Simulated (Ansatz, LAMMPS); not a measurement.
# Charge trapping in glassy 85GeO2-7MgO-7K2O (mol %) (79 atoms), part 2 of 5

Aim: add and remove one electron in glassy 85GeO2-7MgO-7K2O (mol %) (79 atoms), with atoms held and relaxed, and read trapping energy and localisation.

Ansatz 0.2.0; Kohn-Sham DFT, PBE, PAW (set soft_2), plane waves.

The cell: 23 Ge, 2 Mg, 4 K and 50 O. The quench rate of 20 K/ps is orders of magnitude faster than experiment. The network of bonds at the start is that of the classical potential that made the cell. The Brillouin zone is sampled at Γ only, in a cell whose shortest periodic width is 11 Å.

So far. Step 2 (Single point at the start): The r.m.s. force at the start is 1.3 eV/Å. Step 3 (Relaxation): The relaxation converged after 25 steps, 10.0 eV below its start, with a largest force component of 0.044 eV/Å.

## (4) Single point at the relaxed geometry

The electronic structure is read at the final geometry, in a run of its own.

The input, input.yaml:

```yaml
crystal:
  lattice:
    - [10.6696, 0.0, 0.0]
    - [0.0, 10.6696, 0.0]
    - [0.0, 0.0, 10.6696]
  atoms:
    - { symbol: Ge, position: [0.01345, 0.47331, 0.07797] }
    - { symbol: Ge, position: [0.29665, 0.97536, 0.38063] }
    - { symbol: Ge, position: [0.70671, 0.27674, 0.43064] }
    - { symbol: Ge, position: [0.54334, 0.62455, 0.18274] }
    - { symbol: Ge, position: [0.45452, 0.34919, 0.23912] }
    - { symbol: Ge, position: [0.041, 0.5944, 0.53829] }
    [... 67 atom lines left out ...]
    - { symbol: O, position: [0.40396, 0.04612, 0.9408] }
    - { symbol: O, position: [0.7389, 0.40484, 0.52491] }
    - { symbol: O, position: [0.1127, 0.29021, 0.75273] }
    - { symbol: O, position: [0.76537, 0.60738, 0.75428] }
    - { symbol: O, position: [0.12136, 0.48086, 0.94897] }
    - { symbol: O, position: [0.44592, 0.21125, 0.14538] }
kpoints:
  mp_grid: { grid: [1, 1, 1] }
hamiltonian:
  xc: pbe
scf:
  occupations: { method: fixed }
output:
  forces: true
  stress: true
  populations: true
  dos:
    method: { smearing: { sigma: 0.15 } }
    de: 0.1
    projected: { site_lists: { Ge: [Ge], K: [K], Mg: [Mg], O: [O] } }
  eigenvalues: true
  write_density: true
  write_potential: true
  volumetric_format: npy
  elf: true
```

Command:

```
ansatz run input.yaml --threads 4 --pin off --max-ram 12288MiB --backend cpu --events-out ev --progress --plain --runs-dir out
```

The program printed:

```text
[...]
Crystal: 79 atoms, lattice volume = 1214.631 Å³
Basis set: ecut = 420 eV, 23703 PW (Γ), exchange–correlation on 144×144×144 points (8 copies of the dense FFT grid, shifted against one another)
Bands: 418, of which v1, the nominal top of the filled ones, is band 339 counted from 1 (338 counted from 0)
Symmetry: 1 space group operations
[...]
k-points: 1
[...]
SCF iter   1: F=—  HF=-137161.035541 eV  |F-HF|=—  |Δ(HF+E_count)|=         —  Δρ=2.32e-3  dr2=7.46e-2  ethr=1.77e-3  ⟨swp⟩=5.0  Hψ=1492  notcnv=0  defer=77
[...]
SCF iter   9: F=-137161.037665 eV  HF=-137161.037665 eV  |F-HF|=3.08e-8  |Δ(HF+E_count)|=   2.13e-7  Δρ=2.12e-6  dr2=5.33e-8  ethr=1.47e-11  ⟨swp⟩=18.0  Hψ=3766  notcnv=0
SCF 1 converged in 9 iterations: F = -137161.037665 eV  dr2 = 5.33e-8
[...]
SCF converged after 9 iterations
Free energy (F): -137161.037665 eV
[...]
Internal energy: -137161.037665 eV  (E = F + TS)
E sigma→0 (E₀):  -137161.037665 eV
Fermi energy:    4.183906 eV
[...]
--- Forces (eV/Å), atoms counted from 1 ---
  atom   1  Ge    -0.00092947     0.00065750     0.01485909
  atom   2  Ge    -0.00373666     0.01658958     0.00152440
  atom   3  Ge    -0.01355043     0.01269050     0.00496422
  atom   4  Ge     0.01456414    -0.00895092    -0.00931661
  atom   5  Ge    -0.01125701    -0.00542697     0.02677788
  atom   6  Ge     0.00205944    -0.00510558    -0.00068328
  atom   7  Ge    -0.02600888    -0.00421835     0.00502500
  atom   8  Ge     0.01403626     0.00594275     0.00526572
  atom   9  Ge     0.00367211    -0.00900107     0.00663795
  atom  10  Ge     0.00617562    -0.00547595    -0.00440722
  atom  11  Ge     0.00397372    -0.00667316     0.02696555
  atom  12  Ge     0.00930680     0.00684531     0.00236527
  atom  13  Ge     0.00134682    -0.01285950    -0.00528746
  atom  14  Ge    -0.01032838    -0.00166586     0.02051893
[...]
atom  78  O     -0.00330716     0.00626226    -0.00438662
  atom  79  O     -0.00283955     0.00147290     0.00275537
  max |Σ_I F_I| component: 1.39e-4 eV/Å
--- Stress (GPa, compression-positive) ---
       -0.037850       0.051987       1.471022
        0.051987      -1.546811      -0.071048
        1.471022      -0.071048      -0.017347
  P = ⅓ Tr σ = -0.5340 GPa (-5.340 kbar)
--- Band table (eV) ---
[...]
--- Löwdin populations: 79 sites ---
  site symbol       q [e]
     0     Ge     12.4199
     1     Ge     12.4503
     2     Ge     12.4103
[...]
78      O      6.7530
  spilling = 0.005228 (of n_electrons = 678.000000)
```

Wall time 31 s (4 threads of Intel Xeon at 2.80GHz (Skylake/Cascade Lake), shared host); peak memory 1.7 GiB.

Numbers from this run:

```yaml
free_energy: -137161.0377 eV
free_energy_per_atom: -1736.2157 eV/atom
scf_cycles: 9
pressure: -0.534 GPa
r_m_s_force_component: 0.01123 eV/Å
longest_force: 0.06145 eV/Å
fermi_energy: 4.184 eV
spacing_of_highest_filled_and_lowest_empty_level: 1.703 eV
spilling_of_the_projection: 0.005228
```

Löwdin charges by element and coordination (they lack the spilled electrons, 0.045 e an atom on average):

```
element  coordination  atoms  mean charge (e)  spread  least    most
     Ge           all     23             1.55   0.027   1.50    1.59
      K           all      4            0.853  0.0068  0.847   0.864
     Mg           all      2             1.63  0.0089   1.62    1.64
      O           all     50           -0.775  0.0738  -1.01  -0.718
```

States in the cell by windows of 1 eV, zero at the Fermi level; the larger projections on atomic orbitals stand beside the total:

```
from (eV)  to (eV)  total   O p  Ge p  Ge s   O s   K p
      -18      -17   43.1   0.3   6.8   0.5  33.6   0.0
      -17      -16   12.7   0.2   1.6   0.3  10.1   0.0
      -16      -15    2.6   0.0   0.3   0.1   2.1   0.0
      -15      -12    0.0   0.0   0.0   0.0   0.0   0.0
      -12      -11   19.9   0.2   0.1   0.0   0.1  19.6
      -11      -10    4.6   0.4   0.0   0.2   0.0   4.0
      -10       -9   12.5   6.9   0.5   4.3   0.7   0.0
       -9       -8   10.0   5.7   0.6   2.9   0.7   0.0
       -8       -7   14.8   8.9   1.4   3.2   1.2   0.0
       -7       -6    9.8   6.5   1.7   1.0   0.5   0.0
       -6       -5   31.4  23.1   7.0   0.4   0.5   0.0
       -5       -4   25.3  19.1   4.0   0.5   1.2   0.0
       -4       -3   40.3  33.4   3.9   0.4   1.8   0.0
       -3       -2   72.5  67.4   2.3   0.2   1.2   0.1
       -2       -1   65.2  62.8   0.9   0.1   0.4   0.0
       -1        0   16.5  15.7   0.3   0.0   0.1   0.0
        0        1    1.0   0.9   0.0   0.0   0.0   0.0
        1        2    2.0   0.4   0.1   0.7   0.4   0.0
        2        3    0.6   0.2   0.1   0.3   0.1   0.0
        3        4   13.3   3.7   1.6   5.6   1.9   0.0
        4        5   11.7   3.3   1.8   4.5   1.4   0.0
```

With fixed occupations the program's Fermi level is the highest filled level; weight inside the gap is the broadening of levels at its edges.

Between -26 and -18 eV lie 272 more states.

The levels nearest the highest filled one (over half full), pooled over k-points and spins:

```
level less the highest filled one (eV)  occupation
                                -0.662           2
                                -0.467           2
                                -0.434           2
                                -0.368           2
                                -0.294           2
                                     0           2
                                  1.70           0
                                  3.07           0
                                  3.23           0
                                  3.34           0
                                  3.51           0
                                  3.67           0
```

Electrostatic potential energy in the ac plane at fractional y = 0.786, with atoms of Ge and Mg and K and O within 0.2 Å of it. With pseudopotentials it is smooth inside the atoms' cores, unlike the true potential.

Values in eV, 13 rows by 16 columns, each cell a mean:
```
-22 -18   4   0 -30 -18  -8  -2   8  10   9   7  -6   0   8   0
-31 -28   1   8   4 -16 -33 -23   1   5   2 -16 -11   5   7  -3
  0   1   6   8   5 -10 -19  -9   4   6  -2 -31 -25   3   8   7
  9   7   1  -2  -5 -21   3   8   9   9   5   0   3   8  10   9
  9   4 -17 -26  -7   6  10  10   9   8   8   9  10  10   9   9
  9   6  -6 -13   0   9  10   8   3   1   6   9   9   8   7   8
  9   9   8   3  -3   9  10   6  -8 -15   0   6   0 -14  -9   5
  9  10  10   9   7  10  10   8   1  -2   4   6 -12 -34 -28   0
 10  11  10  10   9   9  10  10   9   8   8   8  -2 -16  -8   6
 10  11  10   7   3   3   8  10   9   8   8   8 -18 -26   6   9
 10  10   8  -3 -26 -24  -1   2   7   8   8   6  -5 -11   3   9
 10  10   8  -4 -27 -26  -5 -26  -8   9   8   5 -11 -19  -2   7
  6   7   8   4 -18  -6   6   4   8  10  10   7 -11  -9   5   7
```
Columns run along a (10.7 Å; values clipped at the 3rd and 97th percentile), rows up along c (10.7 Å). Atoms in or near the plane, at fractional coordinates: Ge at (0.85, 0.42), Ge at (0.30, 0.14), Ge at (0.40, 0.86), Mg at (0.73, 0.82), K at (0.05, 0.90), O at (0.28, 0.97).

ELF in the ac plane at fractional y = 0.786, with atoms of Ge and Mg and K and O within 0.2 Å of it. It is the smooth field of the valence electrons, not physical close to the nuclei.

Values, 13 rows by 16 columns, each cell a mean:
```
0.82 0.80 0.24 0.67 0.65 0.68 0.29 0.15 0.14 0.15 0.06 0.47 0.78 0.75 0.25 0.40
0.81 0.83 0.40 0.19 0.35 0.27 0.05 0.20 0.54 0.64 0.18 0.21 0.23 0.19 0.05 0.60
0.44 0.37 0.08 0.12 0.45 0.54 0.26 0.21 0.51 0.62 0.15 0.35 0.28 0.13 0.14 0.13
0.10 0.23 0.18 0.26 0.70 0.79 0.59 0.08 0.09 0.13 0.03 0.05 0.07 0.25 0.20 0.03
0.25 0.48 0.32 0.16 0.34 0.50 0.24 0.04 0.04 0.03 0.02 0.04 0.04 0.05 0.04 0.02
0.08 0.23 0.23 0.24 0.30 0.13 0.02 0.05 0.15 0.18 0.15 0.43 0.35 0.08 0.06 0.03
0.09 0.03 0.17 0.65 0.80 0.58 0.05 0.14 0.32 0.29 0.22 0.54 0.50 0.20 0.20 0.15
0.36 0.08 0.13 0.60 0.67 0.36 0.03 0.07 0.19 0.20 0.12 0.23 0.26 0.04 0.12 0.31
0.17 0.04 0.01 0.05 0.05 0.03 0.02 0.02 0.05 0.05 0.02 0.18 0.48 0.46 0.26 0.14
0.01 0.09 0.09 0.07 0.12 0.13 0.08 0.04 0.05 0.03 0.03 0.49 0.78 0.72 0.54 0.07
0.07 0.46 0.45 0.22 0.13 0.14 0.28 0.57 0.57 0.18 0.02 0.19 0.48 0.52 0.33 0.05
0.05 0.38 0.42 0.21 0.14 0.14 0.50 0.77 0.82 0.34 0.03 0.15 0.27 0.25 0.18 0.04
0.14 0.12 0.06 0.40 0.66 0.54 0.20 0.53 0.51 0.12 0.05 0.46 0.70 0.65 0.29 0.04
```
Columns run along a (10.7 Å), rows up along c (10.7 Å). Atoms in or near the plane, at fractional coordinates: Ge at (0.85, 0.42), Ge at (0.30, 0.14), Ge at (0.40, 0.86), Mg at (0.73, 0.82), K at (0.05, 0.90), O at (0.28, 0.97).

Between filled and empty levels lie 1.70 eV (at Γ alone); a semilocal functional tends to put such gaps too low. In a disordered cell it changes from sample to sample, and tail or defect levels can set it. Mean Löwdin charges: Ge +1.55, K +0.85, Mg +1.63, O -0.78 e (they miss 0.52 % of the electrons, so they add up to more than the cell's charge). The largest share in the top eV of filled states is O p (97 % of the projected weight), and in the lowest eV of empty states Ge s (38 % of the projected weight).

## (5) An extra electron, atoms held

The electron count changes by one with the atoms held: a vertical process, on a uniform background, with spin and a narrow Fermi–Dirac smearing. Its energy against the neutral cell hangs on the program's zero of potential.

The input, input.yaml:

```yaml
crystal:
  lattice:
    - [10.6696, 0.0, 0.0]
    - [0.0, 10.6696, 0.0]
    - [0.0, 0.0, 10.6696]
  atoms:
    [... the 79 atom lines of step 4 ...]
total_charge: -1
kpoints:
  mp_grid: { grid: [1, 1, 1] }
hamiltonian:
  xc: pbe
scf:
  occupations: { method: fermi_dirac, width: 0.01 }
  lower_state_search: "off"
output:
  forces: true
  stress: true
  populations: true
  dos:
    method: { smearing: { sigma: 0.1 } }
    de: 0.1
    projected: { site_lists: { Ge: [Ge], K: [K], Mg: [Mg], O: [O] } }
  eigenvalues: true
  write_density: true
  write_potential: true
  volumetric_format: npy
magnetization:
  spin_polarized: true
  initial_magnetization: 1
```

The program printed:

```text
[...]
Crystal: 79 atoms, lattice volume = 1214.631 Å³
Basis set: ecut = 420 eV, 23703 PW (Γ), exchange–correlation on 144×144×144 points (8 copies of the dense FFT grid, shifted against one another)
Bands: 419, of which v1, the nominal top of the filled ones, is band 340 counted from 1 (339 counted from 0)
Symmetry: 1 space group operations
[...]
k-points: 1
[...]
Starting moments: Σ|m| = 1 μB on 79 of 79 sites
[...]
SCF iter   1: F=—  HF=-137177.511674 eV  |F-HF|=—  |Δ(HF+E_count)|=         —  Δρ=4.12e-2 (↑3.95e-2 ↓4.12e-2)  dr2=7.33e1  dr2_m=1.89e-2  M=1.000 μB ∫|m|=1.036 μB  β_m=1.00  ethr=3.10e-3  ⟨swp⟩=7.0  Hψ=3450  notcnv=0
[...]
spin=Collinear: Resta preconditioning applied to the charge; magnetization (m = ρ↑ − ρ↓) channel mixes plain (no charge-response kernel on spin).
SCF iter   2: F=—  HF=-137162.797864 eV  |F-HF|=—  |Δ(HF+E_count)|=         —  Δρ=2.53e-2 (↑2.52e-2 ↓2.53e-2)  dr2=2.65e1  dr2_m=1.45e-3  M=0.808 μB ∫|m|=0.879 μB  β_m=0.30  ethr=3.10e-3  ⟨swp⟩=2.0  Hψ=1247  notcnv=0  defer=143
[...]
SCF iter   8: F=—  HF=-137155.148143 eV  |F-HF|=—  |Δ(HF+E_count)|=   3.50e-3  Δρ=2.69e-4 (↑2.69e-4 ↓2.69e-4)  dr2=2.01e-3  dr2_m=1.77e-4  M=0.617 μB ∫|m|=0.683 μB  β_m=0.30  ethr=9.28e-7  ⟨swp⟩=2.0  Hψ=1384  notcnv=0  defer=146
[...]
spin-set hold released at iteration 8 (site moments contracting): the magnetisation degrees of freedom join the quasi-Newton model from the next iteration; the mixer history was flushed
SCF iter   9: F=—  HF=-137155.148942 eV  |F-HF|=—  |Δ(HF+E_count)|=   7.99e-4  Δρ=1.98e-4 (↑1.95e-4 ↓1.98e-4)  dr2=1.14e-3  dr2_m=9.90e-5  M=0.613 μB ∫|m|=0.678 μB  β_m=0.65  ethr=2.96e-7  ⟨swp⟩=2.0  Hψ=867  notcnv=0  defer=146
SCF iter  10: F=—  HF=-137155.150473 eV  |F-HF|=—  |Δ(HF+E_count)|=   1.53e-3  Δρ=4.21e-5 (↑4.21e-5 ↓3.32e-5)  dr2=7.89e-5  dr2_m=3.78e-6  M=0.595 μB ∫|m|=0.658 μB  β_m=0.77  ethr=1.69e-7  ⟨swp⟩=2.0  Hψ=1383  notcnv=0  defer=146
[...]
SCF iter  17: F=-137155.152139 eV  HF=-137155.152139 eV  |F-HF|=3.20e-9  |Δ(HF+E_count)|=   4.10e-9  Δρ=7.83e-7 (↑7.83e-7 ↓7.49e-7)  dr2=1.71e-8  dr2_m=2.64e-9  M=0.553 μB ∫|m|=0.610 μB  β_m=0.74  ethr=1.47e-11  ⟨swp⟩=7.0  Hψ=5332  notcnv=0
SCF iter  18: F=-137155.152139 eV  HF=-137155.152139 eV  |F-HF|=4.95e-10  |Δ(HF+E_count)|=   1.09e-8  Δρ=3.83e-7 (↑3.60e-7 ↓3.83e-7)  dr2=5.11e-9  dr2_m=3.40e-10  M=0.552 μB ∫|m|=0.609 μB  ethr=2.52e-12  ⟨swp⟩=5.5  Hψ=4689  notcnv=0
SCF 1 converged in 18 iterations: F = -137155.152139 eV  dr2 = 5.11e-9
[...]
SCF converged after 18 iterations
Magnetization: 0.5521 μB (339.7760 up, 339.2240 down)
Absolute magnetization: 0.5869 μB (∫|ρ↑−ρ↓|, with the PAW one-centre terms)
[...]
Per-site moments (μB) at R_I (Å): [(0.0050051, 0.728412), (0.00159336, 0.728353), (0.00431392, 0.714199), (0.00197932, 0.721612), (0.00254174, 0.713465), [...]
Free energy (F): -137155.152139 eV
[...]
Internal energy: -137155.141501 eV  (E = F + TS)
E sigma→0 (E₀):  -137155.146820 eV
Entropy (-TS):   -0.010638 eV (-0.135 meV/atom)
Fermi energy:    5.910917 eV
[...]
Σ components = -137155.152139   (vs F -137155.152139, Δ=0.00e0)
--- Forces (eV/Å), atoms counted from 1 ---
  atom   1  Ge    -0.03135344    -0.00622313    -0.04186580
  atom   2  Ge     0.07180500     0.04065019     0.01851003
  atom   3  Ge     0.01716660    -0.04095187     0.04348291
  atom   4  Ge     0.00973236    -0.02003167     0.01593903
[...]
atom  79  O      0.03317475    -0.07807225    -0.00192125
  max |Σ_I F_I| component: 1.63e-5 eV/Å
--- Stress (GPa, compression-positive) ---
        0.621702       0.064425       1.344237
        0.064425      -0.804321      -0.049720
        1.344237      -0.049720       0.664552
  P = ⅓ Tr σ = 0.1606 GPa (1.606 kbar)
--- Band table (eV) ---
[...]
--- Löwdin populations: 79 sites ---
  site symbol       q [e]    m [muB]
     0     Ge     12.4498     0.0177
     1     Ge     12.4660     0.0067
     2     Ge     12.4371     0.0149
[...]
78      O      6.7598     0.0049
  spilling = 0.005247 (of n_electrons = 679.000000)
```

The job ended after 83 s (4 threads; peak memory 2.8 GiB; 5.1 min of CPU time).

An extra electron, atoms held: the energy stands 5.89 eV above that of the reference, with a moment of 0.55 μB. An odd electron should give 1 μB; this run ended with the carrier shared between both spins.

The levels nearest the highest filled one (over half full), pooled over k-points and spins:

```
level less the highest filled one (eV)  occupation
                                 -2.05           1
                                 -1.73           1
                                 -1.73           1
                                     0       0.776
                                0.0249       0.224
                                  1.40           0
                                  1.43           0
                                  1.54           0
```

Spin density in the ac plane at fractional y = 0.786, with atoms of Ge and Mg and K and O within 0.2 Å of it.

Ten even steps from '_' (-0.48 × 1e-2 e/Å³) to '@' (1.84 × 1e-2 e/Å³), each cell a mean:
```
::::::::::::::::==@@==::::::::::::::::::::::::::--::::::::::
::::::::::::::::::::::::::::::::::::::::::::::::::::::::::::
::::::::::::::::::::::::..::::::::::::::::::::::::::::::::::
::::::::::::::::::::::::..::::::::::::::::::::::::::::::::::
::::::::::::::::::::::::::::::::::::::::::::::::::::::::::::
::::::::::::::::::--::::::::::::::::::::::::::::::::::::::::
::::::::::::::::::--::::::::::::::::::::::::::::::::::::::::
::::::::::::::::::::::::::::::::::::::::::::::::::::::::::::
::::::::::::::::::::::::::::::::::::::::::::::::::::::::::::
::::::::::::::::::::::::::::::::::::::::::::::::::::::::::::
::::::::::::::::::::::::::::::::::::::::::::::::::::::::::::
::::::::::::::::::::::::::::::::--::::::::::::::::::::::::::
::::::::::::::::::::::::::::::----::::::::::::::::::::::::::
::::::::::::::::::::::::::::::::----::::::::::::::__..::::::
::::::::::::::::::::::::::::::::::::::::::::::::::..::::::::
::::::::::::::::::::::::::::::::::::::::::::::::::::::::::::
::::::::::::::::::::::::::::::::::::::::::::::::----::::::::
::::::::::::::::::::::::::::::::::::::::::::::--%%##::::::::
::::::::::::::::--::::::::::::::::::::::::::::::----::::::::
::::::::::::::--::::::::::::::::::::::::::::::::::::::::::::
::::::::::::::--..__::::::::::::::::::::::::::::::------::::
::::::::::::::--::::::::::....::::::::::::::::::::::----::::
::::::::::::::::::::::::::::::::::::::::::::::::::::::::::::
::::::::::::::..--**--::::::::::::::::::::::::--==::::::::::
```
Columns run along a (10.7 Å), rows up along c (10.7 Å). Atoms in or near the plane, at fractional coordinates: Ge at (0.85, 0.42), Ge at (0.30, 0.14), Ge at (0.40, 0.86), Mg at (0.73, 0.82), K at (0.05, 0.90), O at (0.28, 0.97).

(Part 2 of 5 ends here.)

[Long decimals in the printed logs are rounded to 6 places.]

[Logs are printed without paths, hosts, clocks, repeated set-up lines and the standing remarks that a program may print on its own settings, such as how far it seeks lower states.]

[Hosts, paths, dates, database ids (printed as entryN), source tags and the programs' standing remarks are cut or masked in the printed files.]
